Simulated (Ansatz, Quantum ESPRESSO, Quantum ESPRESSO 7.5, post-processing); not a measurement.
**Charging germanene, 2 layers, AB stacking**

Aim: potential against charge for germanene, 2 layers, AB stacking facing a metal electrode, and the capacitance that follows.

Main program and level: Quantum ESPRESSO 7.5; plane-wave DFT, LDA, GBRV ultrasoft pseudopotentials (geometry by Ansatz 0.2.0 with PAW datasets; geometry under PBE-D3(BJ)).

Most raw output is cut from this account.

## (1) The structure

The cell holds 4 atoms: 4 Ge. Cell: a = 4.060 Å, b = 4.060 Å, c = 20.680 Å, α = 90.0°, β = 90.0°, γ = 120.0°. It derives from Ge. Vacuum lies along c.

Structure file:

```cif
data_structure
_symmetry_space_group_name_H-M 'P 1'
_symmetry_Int_Tables_number 1
_cell_length_a 4.0600
_cell_length_b 4.0600
_cell_length_c 20.6800
_cell_angle_alpha 90.000
_cell_angle_beta 90.000
_cell_angle_gamma 120.000
_cell_volume 295.21
loop_
_atom_site_label
_atom_site_type_symbol
_atom_site_fract_x
_atom_site_fract_y
_atom_site_fract_z
_atom_site_occupancy
Ge1 Ge 0.66667 0.33333 0.38685 1
Ge2 Ge 0.33333 0.66667 0.42021 1
Ge3 Ge 0.00000 0.00000 0.57979 1
Ge4 Ge 0.66667 0.33333 0.61315 1
```

This sheet is a model structure: its symmetry is held, and its stability is not tested here.

## (2) Geometry from Ansatz

A relaxation in Ansatz fixes the structure of this slab for the runs on it.

Contents of input.yaml:

```yaml
crystal:
  lattice:
    - [4.06, 0.0, 0.0]
    - [-2.03, 3.5160631394, 0.0]
    - [0.0, 0.0, 20.68]
  atoms:
    - { symbol: Ge, position: [0.6666666667, 0.3333333333, 0.3868471954] }
    - { symbol: Ge, position: [0.3333333333, 0.6666666667, 0.420212766] }
    - { symbol: Ge, position: [0.0, 0.0, 0.579787234] }
    - { symbol: Ge, position: [0.6666666667, 0.3333333333, 0.6131528046] }
kpoints:
  mp_grid: { grid: [12, 12, 1] }
hamiltonian:
  xc: pbe
  dispersion: d3bj
scf:
  occupations: { method: fermi_dirac, width: 0.05 }
  convergence: { dr2_threshold: 1.0e-08 }
efield:
  axis: 3
  dipole_correction: true
  ramp_position: 0.97
  ramp_width: 0.04
relax:
  f_tol: 0.01
  cell: { fix: [c, alpha, beta] }
output:
  write_potential: true
  write_density: true
  volumetric_format: npy
```

The run is started by

```
> ansatz run input.yaml --threads 4 --pin off --max-ram 8192MiB --backend cpu --events-out ev --progress --plain --runs-dir out
```

Elapsed: 19 s, on 4 threads of Arm Neoverse V2, shared host; peak memory 0.65 GiB; 75 s of CPU time.

The steps of the relaxation:

```csv
step,energy less that of the first step (eV),largest force component (eV/Å),pressure (GPa),volume (Å³)
1,0.0000,0.0858,-0.58,295.21
2,-0.0531,0.0386,-0.13,288.75
3,-0.0469,0.1160,0.10,288.56
4,-0.0556,0.0175,0.00,287.34
5,-0.0557,0.0078,0.00,287.78
6*,-0.0554,0.0078,0.00,287.78
```

Relaxation steps marked * repeat the geometry before them on a plane-wave basis chosen anew for their cell, so energy and pressure can jump there. Relaxation step 3 was tried and not accepted.

```csv
cell as run,before,after,change
a (Å),4.060,4.009,-1.3 %
b (Å),4.060,4.009,-1.3 %
```

The atoms that moved most (Å, along periodic axes as changes of fractional coordinates times the final cell, across vacuum about the mean position):

```csv
atom,dx,dy,dz,length
Ge2,0.000,0.000,0.246,0.246
Ge3,0.000,0.000,-0.246,0.246
Ge4,0.000,0.000,-0.201,0.201
Ge1,0.000,0.000,0.201,0.201
```

Final coordinates:

```cif
data_structure
_symmetry_space_group_name_H-M 'P 1'
_symmetry_Int_Tables_number 1
_cell_length_a 4.0086
_cell_length_b 4.0086
_cell_length_c 20.6800
_cell_angle_alpha 90.000
_cell_angle_beta 90.000
_cell_angle_gamma 120.000
_cell_volume 287.78
loop_
_atom_site_label
_atom_site_type_symbol
_atom_site_fract_x
_atom_site_fract_y
_atom_site_fract_z
_atom_site_occupancy
Ge1 Ge 0.66667 0.33333 0.39658 1
Ge2 Ge 0.33333 0.66667 0.43209 1
Ge3 Ge 0.00000 0.00000 0.56791 1
Ge4 Ge 0.66667 0.33333 0.60342 1
```

Read from the output:

| Property | Result |
| --- | --- |
| free energy | -17178.9786 eV |
| energy at zero smearing | -17178.9765 eV |
| smearing term TS | 0.004283 eV |
| Fermi energy | -0.5999 eV |
| gap by band count | 5.90e-8 eV |
| symmetry operations | 6 |
| work function of the upper face | 4.604 eV |
| work function of the lower face | 4.604 eV |
| dipole along the normal | 2.56e-6 e·Å |

## (3) Self-consistent run: charge -0.0428 e

ESM with bc3 puts vacuum below and a metal electrode at the cell's upper end, z = c/2, which holds the counter charge and sets the zero of potential. tot_charge counts missing electrons, so a negative value adds electrons. The energies and forces that the log prints for charged cells are not used here.

Level of this step: plane-wave DFT, LDA, GBRV ultrasoft pseudopotentials (Quantum ESPRESSO 7.5).

Contents of q0.in:

```
&control
  prefix = 'q0'
  outdir = './out'
  pseudo_dir = './pseudo'
  calculation = 'scf'
  tprnfor = .true.
/
&system
  ibrav = 0
  nat = 4
  ntyp = 1
  ecutwfc = 40
  ecutrho = 200
  occupations = 'smearing'
  smearing = 'fd'
  degauss = 0.004
  assume_isolated = 'esm'
  esm_bc = 'bc3'
  tot_charge = -0.0428
/
&electrons
  conv_thr = 1e-08
  mixing_beta = 0.4
  electron_maxstep = 120
  mixing_mode = 'local-TF'
/
ATOMIC_SPECIES
  Ge  72.6300  ge_lda_v1.4.uspp.F.UPF
CELL_PARAMETERS angstrom
  4.00859384439964 -0.00000000000000 0.00000000000000
  -2.00429692219982 3.47154410270402 0.00000000000000
  0.00000000000000 0.00000000000000 20.68000000000000
ATOMIC_POSITIONS crystal
  Ge  0.666666666667 0.333333333333 0.041645976344
  Ge  0.333333333333 0.666666666667 0.077153874365
  Ge  -0.000000000000 -0.000000000000 0.212981526056
  Ge  0.666666666667 0.333333333333 0.248489420175
K_POINTS automatic
  18 18 1 0 0 0
```

The run is started by

```
> OMP_NUM_THREADS=1 mpirun -n 4 pw.x -nk 4 -in q0.in > q0.out
```

Elapsed: 2.1 min, on 4 MPI ranks; peak memory 0.77 GiB.

This step gave:

| Property | Result |
| --- | --- |
| Fermi energy | -2.596 eV |
| vacuum line at the lower end of the cell, over the Fermi level | 4.731 eV |
| slope of the potential above | -0.5541 eV/Å |
| vacuum line at the upper end of the cell, over the Fermi level | 2.598 eV |

Electrostatic potential energy of an electron; zero at the Fermi level. Potential energy, planar mean against z:

```csv
z (Å),"potential energy, planar mean (eV)"
-10.0,4.73
-9.5,4.73
-9.0,4.73
-8.5,4.73
-8.0,4.73
-7.5,4.73
-7.0,4.73
-6.5,4.73
-6.0,4.73
-5.5,4.73
-5.0,4.73
-4.5,4.73
-4.0,4.73
-3.5,4.73
-3.0,4.73
-2.5,4.73
-2.0,4.71
-1.5,4.67
-1.0,4.49
-0.5,3.82
0.0,1.40
0.5,-4.64
1.0,-9.65
1.5,-9.24
2.0,-4.15
2.5,1.64
3.0,3.30
3.5,1.63
4.0,-4.20
4.5,-9.29
5.0,-9.68
5.5,-4.64
6.0,1.32
6.5,3.65
7.0,4.13
7.5,4.08
8.0,3.87
8.5,3.61
9.0,3.34
9.5,3.06
10.0,2.79
```

The run needed 22 iterations to bring the estimated error under 1e-08 Ry.

Inside the slab this potential holds the local part of the pseudopotentials, which can be repulsive at the nuclei; only its value in the vacuum has a meaning of its own.

Gauss's law asks for a slope of 180.95 q/A = -0.557 eV/Å in the gap; the run gives -0.554.

## (4) Ground state: charge -0.0214 e

The charge is stepped; where the run before has converged, its density is the start.

q1.in, as its differences from the input of step 3:

```diff
@@ -1,3 +1,3 @@
 &control
-  prefix = 'q0'
+  prefix = 'q1'
   outdir = './out'
@@ -18,3 +18,3 @@
   esm_bc = 'bc3'
-  tot_charge = -0.0428
+  tot_charge = -0.0214
 /
@@ -25,2 +25,3 @@
   mixing_mode = 'local-TF'
+  startingpot = 'file'
 /
```

The run is started by

```
> cp -r out/q0.save out/q1.save
> OMP_NUM_THREADS=1 mpirun -n 4 pw.x -nk 4 -in q1.in > q1.out
```

Wall time 1.8 min (4 MPI ranks); peak memory 0.63 GiB; 7 min of CPU time.

Read from the output:

| Item | Value |
| --- | --- |
| Fermi energy | -3.678 eV |
| vacuum line at the lower end of the cell, over the Fermi level | 4.755 eV |
| slope of the potential above | -0.2769 eV/Å |
| vacuum line at the upper end of the cell, over the Fermi level | 3.679 eV |

The electrode's potential over the Fermi level goes from 2.598 to 3.679 eV, the far face's from 4.731 to 4.755 eV.

## (5) Ground state

q2.in, as its differences from the input of step 4:

```diff
@@ -1,3 +1,3 @@
 &control
-  prefix = 'q1'
+  prefix = 'q2'
   outdir = './out'
@@ -18,3 +18,3 @@
   esm_bc = 'bc3'
-  tot_charge = -0.0214
+  tot_charge = 0.0
 /
```

The run is started by

```
> cp -r out/q1.save out/q2.save
> OMP_NUM_THREADS=1 mpirun -n 4 pw.x -nk 4 -in q2.in > q2.out
```

Elapsed: 1.8 min, on 4 MPI ranks; peak memory 0.8 GiB; 7.4 min of CPU time.

Numbers from this step:

| Property | Result |
| --- | --- |
| Fermi energy | -4.793 eV |
| vacuum line at the lower end of the cell, over the Fermi level | 4.796 eV |
| slope of the potential above | 4.54e-4 eV/Å |
| vacuum line at the upper end of the cell, over the Fermi level | 4.794 eV |

The run needed 17 iterations to bring the estimated error under 1e-08 Ry.

The electrode's potential over the Fermi level goes from 3.679 to 4.794 eV, the far face's from 4.755 to 4.796 eV.

## (6) Ground state: charge 0.0214 e

q3.in, as its differences from the input of step 5:

```diff
@@ -1,3 +1,3 @@
 &control
-  prefix = 'q2'
+  prefix = 'q3'
   outdir = './out'
@@ -18,3 +18,3 @@
   esm_bc = 'bc3'
-  tot_charge = 0.0
+  tot_charge = 0.0214
 /
```

The run is started by

```
> cp -r out/q2.save out/q3.save
> OMP_NUM_THREADS=1 mpirun -n 4 pw.x -nk 4 -in q3.in > q3.out
```

Run time: 1.7 min. Hardware: 4 MPI ranks; peak memory 0.8 GiB; 7 min of CPU time.

Numbers from this step:

| Quantity | Value |
| --- | --- |
| Fermi energy | -5.924 eV |
| vacuum line at the lower end of the cell, over the Fermi level | 4.832 eV |
| slope of the potential above | 0.2779 eV/Å |
| vacuum line at the upper end of the cell, over the Fermi level | 5.923 eV |

The electrode's potential over the Fermi level goes from 4.794 to 5.923 eV, the far face's from 4.796 to 4.832 eV.

## (7) Self-consistent run: charge 0.0428 e

q4.in, as its differences from the input of step 6:

```diff
@@ -1,3 +1,3 @@
 &control
-  prefix = 'q3'
+  prefix = 'q4'
   outdir = './out'
@@ -18,3 +18,3 @@
   esm_bc = 'bc3'
-  tot_charge = 0.0214
+  tot_charge = 0.0428
 /
```

The run is started by

```
> cp -r out/q3.save out/q4.save
> OMP_NUM_THREADS=1 mpirun -n 4 pw.x -nk 4 -in q4.in > q4.out
```

Wall time 100 s (4 MPI ranks); peak memory 0.63 GiB; 6.6 min of CPU time.

Numbers from this step:

- Fermi energy: -7.060 eV
- vacuum line at the lower end of the cell, over the Fermi level: 4.864 eV
- slope of the potential above: 0.5554 eV/Å
- vacuum line at the upper end of the cell, over the Fermi level: 7.058 eV

The electrode's potential over the Fermi level goes from 5.923 to 7.058 eV, the far face's from 4.832 to 4.864 eV.

## (8) Self-consistent run: charge 0.0857 e

q5.in, as its differences from the input of step 7:

```diff
@@ -1,3 +1,3 @@
 &control
-  prefix = 'q4'
+  prefix = 'q5'
   outdir = './out'
@@ -18,3 +18,3 @@
   esm_bc = 'bc3'
-  tot_charge = 0.0428
+  tot_charge = 0.0857
 /
```

The run is started by

```
> cp -r out/q4.save out/q5.save
> OMP_NUM_THREADS=1 mpirun -n 4 pw.x -nk 4 -in q5.in > q5.out
```

Wall time 1.9 min (4 MPI ranks); peak memory 0.8 GiB; 7.5 min of CPU time.

Numbers from this step:

| Property | Result |
| --- | --- |
| Fermi energy | -9.341 eV |
| vacuum line at the lower end of the cell, over the Fermi level | 4.896 eV |
| slope of the potential above | 1.112 eV/Å |
| vacuum line at the upper end of the cell, over the Fermi level | 9.338 eV |

The electrode's potential over the Fermi level goes from 7.058 to 9.338 eV, the far face's from 4.864 to 4.896 eV.

Gauss's law asks for a slope of 180.95 q/A = 1.114 eV/Å in the gap; the run gives 1.112.

Each curve counts from the Fermi level of its own run.

The runs together. Table of potential energy by z:

```csv
z (Å),potential at -0.0428 e (eV),potential at -0.0214 e (eV),potential at 0 e (eV),potential at 0.0214 e (eV),potential at 0.0428 e (eV),potential at 0.0857 e (eV)
-10,4.73,4.76,4.80,4.83,4.86,4.90
-9,4.73,4.76,4.80,4.83,4.86,4.90
-8,4.73,4.76,4.80,4.83,4.86,4.90
-7,4.73,4.76,4.80,4.83,4.86,4.90
-6,4.73,4.75,4.80,4.83,4.86,4.90
-5,4.73,4.75,4.80,4.83,4.86,4.90
-4,4.73,4.75,4.80,4.83,4.86,4.90
-3,4.73,4.75,4.79,4.83,4.86,4.90
-2,4.71,4.74,4.78,4.81,4.85,4.88
-1,4.49,4.51,4.55,4.59,4.62,4.65
0,1.40,1.42,1.46,1.49,1.52,1.55
1,-9.65,-9.63,-9.59,-9.55,-9.52,-9.50
2,-4.15,-4.13,-4.09,-4.05,-4.02,-4.00
3,3.30,3.33,3.38,3.42,3.46,3.50
4,-4.20,-4.17,-4.11,-4.07,-4.03,-3.98
5,-9.68,-9.63,-9.57,-9.52,-9.47,-9.41
6,1.32,1.38,1.46,1.53,1.60,1.71
7,4.13,4.33,4.55,4.78,5.01,5.47
8,3.87,4.31,4.78,5.26,5.75,6.73
9,3.34,4.05,4.79,5.55,6.31,7.85
10,2.79,3.77,4.79,5.83,6.87,8.96
```

## (9) Potential against charge, and the capacitance

Read from the output:

```
mean capacitance (straight-line fit) : 2.191 μF/cm²
effective gap ε₀/C                   : 4.041 Å
```

The electrode's potential less the Fermi level by charge of the slab:

```csv
charge of the slab (1e13 e/cm²),electrode's potential less the Fermi level (eV)
-3.08,2.60
-1.54,3.68
0.00,4.79
1.54,5.92
3.08,7.06
6.16,9.34
```

Differential capacitance against charge of the slab:

```csv
charge of the slab (1e13 e/cm²),differential capacitance (μF/cm²)
-2.31,2.28
-0.77,2.21
0.77,2.18
2.31,2.17
4.62,2.17
```

## (10) SCF with pw.x: between two electrodes with a field of 0.004 Ry/bohr

bc2 puts electrodes at both ends of the cell; esm_efield times the cell length sets the bias between them, and the slab stays neutral.

Contents of bc2.in:

```
&control
  prefix = 'bc2'
  outdir = './out'
  pseudo_dir = './pseudo'
  calculation = 'scf'
  tprnfor = .true.
/
&system
  ibrav = 0
  nat = 4
  ntyp = 1
  ecutwfc = 40
  ecutrho = 200
  occupations = 'smearing'
  smearing = 'fd'
  degauss = 0.004
  assume_isolated = 'esm'
  esm_bc = 'bc2'
  esm_efield = 0.004
/
&electrons
  conv_thr = 1e-07
  mixing_beta = 0.4
  electron_maxstep = 120
  mixing_mode = 'local-TF'
/
ATOMIC_SPECIES
  Ge  72.6300  ge_lda_v1.4.uspp.F.UPF
CELL_PARAMETERS angstrom
  4.00859384439964 -0.00000000000000 0.00000000000000
  -2.00429692219982 3.47154410270402 0.00000000000000
  0.00000000000000 0.00000000000000 20.68000000000000
ATOMIC_POSITIONS crystal
  Ge  0.666666666667 0.333333333333 -0.103421721915
  Ge  0.333333333333 0.666666666667 -0.067913823894
  Ge  -0.000000000000 -0.000000000000 0.067913827797
  Ge  0.666666666667 0.333333333333 0.103421721915
K_POINTS automatic
  18 18 1 0 0 0
```

The run is started by

```
> OMP_NUM_THREADS=1 mpirun -n 4 pw.x -nk 4 -in bc2.in > bc2.out
```

Elapsed: 1.9 min, on 4 MPI ranks; peak memory 0.63 GiB; 7.6 min of CPU time.

Read from the output:

```
Fermi energy                                                   : -3.734 eV
slope of the potential below                                   : -0.1541 eV/Å
vacuum line at the lower end of the cell, over the Fermi level : 5.860 eV
slope of the potential above                                   : -0.1540 eV/Å
vacuum line at the upper end of the cell, over the Fermi level : 3.734 eV
```

Electrostatic potential energy of an electron; zero at the Fermi level. Table of potential energy, planar mean by z:

z (Å), potential energy, planar mean (eV) and a bar from the least value:
```
    -10.0        5.8 ##############################
     -9.5        5.7 ##############################
     -9.0        5.7 ##############################
     -8.5        5.6 ##############################
     -8.0        5.5 #############################
     -7.5        5.4 #############################
     -7.0        5.3 #############################
     -6.5        5.3 #############################
     -6.0        5.2 #############################
     -5.5        5.1 #############################
     -5.0        5.0 ############################
     -4.5        4.9 ############################
     -4.0        4.7 ############################
     -3.5        3.9 ##########################
     -3.0        1.4 #####################
     -2.5       -4.6 ##########
     -2.0       -9.5 
     -1.5       -9.2 #
     -1.0       -4.1 ###########
     -0.5        1.7 ######################
      0.0        3.4 #########################
      0.5        1.7 ######################
      1.0       -4.1 ###########
      1.5       -9.2 #
      2.0       -9.6 
      2.5       -4.6 ##########
      3.0        1.4 #####################
      3.5        3.8 ##########################
      4.0        4.4 ###########################
      4.5        4.6 ############################
      5.0        4.5 ############################
      5.5        4.5 ###########################
      6.0        4.4 ###########################
      6.5        4.3 ###########################
      7.0        4.2 ###########################
      7.5        4.2 ###########################
      8.0        4.1 ###########################
      8.5        4.0 ###########################
      9.0        3.9 ##########################
      9.5        3.9 ##########################
     10.0        3.8 ##########################
```

The set field of 0.103 V/Å over 20.7 Å is a bias of 2.13 V; the two ends of the cell differ by 2.13 eV. The slope in the vacuum is 0.154 eV/Å in size, more than the set field, because the slab carries little of the drop.

## (11) Ground state, with smearing = mv, degauss = 0.03 and conv_thr = 1e-05

A sensitivity test on the input.

q3.w0.in, as its differences from the input of step 6:

```diff
@@ -1,3 +1,3 @@
 &control
-  prefix = 'q3'
+  prefix = 'q3.w0'
   outdir = './out'
@@ -14,4 +14,4 @@
   occupations = 'smearing'
-  smearing = 'fd'
-  degauss = 0.004
+  smearing = 'mv'
+  degauss = 0.03
   assume_isolated = 'esm'
@@ -21,3 +21,3 @@
 &electrons
-  conv_thr = 1e-08
+  conv_thr = 1e-05
   mixing_beta = 0.4
@@ -25,3 +25,2 @@
   mixing_mode = 'local-TF'
-  startingpot = 'file'
 /
```

The run is started by

```
> OMP_NUM_THREADS=1 mpirun -n 4 pw.x -nk 4 -in q3.w0.in > q3.w0.out
```

Run time: 80 s. Hardware: 4 MPI ranks; peak memory 0.63 GiB.

The changed values were drawn from a wide range, not chosen for quality; the comparison shows what they did here together.

Beside the run it was changed from:

```csv
quantity,this run,unchanged run,difference
"vacuum line at the upper end of the cell, over the Fermi level (eV)",6.005,5.923,0.082
"vacuum line at the lower end of the cell, over the Fermi level (eV)",4.937,4.832,0.11
wall time (s),80,105,
SCF iterations,15,17,
```

This run starts from superposed atoms, the unchanged one from a saved density, so their iteration counts don't compare.

Levels move by up to 105 meV, so the change matters at the level of the results.

## (12) By hand

Between the smallest and the largest positive charge, Δq = 0.0643 e on A = 13.916 Å² and ΔV = 3.415 V. C = Δq/(A ΔV) = 1.3532e-03 e/(V Å²) = 2.17 µF/cm² (1 e/Å² = 1602 µC/cm²). A plate capacitor with that value has a gap of ε₀/C = 8.854/2.17 = 4.08 Å.

## (13) Results

* mean capacitance: 2.19 μF/cm²
* effective gap ε₀/C: 4.04 Å
* top atoms to the electrode: 5.20 Å
* work function of the neutral slab (potential of zero charge against vacuum): 4.79 eV

What this shows: Across 5.2 Å of vacuum the capacitance comes to 2.19 μF/cm² (LDA, GBRV ultrasoft). The effective gap is 1.16 Å shorter than the distance from the top atoms, because the added charge sits in front of them, which here outweighs the slab's own density of states in series. The far face's work function moves by 0.17 eV over the series, the shift of the Fermi level through the slab's own bands. The differential capacitance goes from 2.28 µF/cm² on the electron side to 2.17 µF/cm² on the hole side. The ions are fixed at the PBE-D3(BJ) geometry, so no force or energy of the charged cells enters. The mesh and the smearing resolve small carrier pockets only roughly.

[Logs are printed without paths, hosts, clocks, repeated set-up lines and the standing remarks that a program may print on its own settings, such as how far it seeks lower states.]

[Hosts, paths, dates, database ids (printed as entryN), source tags and the programs' standing remarks are cut or masked in the printed files.]

[Maps of the electrostatic potential energy from Ansatz leave out the sawtooth potential of an applied field or a dipole correction, so their vacuum need not be flat; planar profiles and work functions include it.]
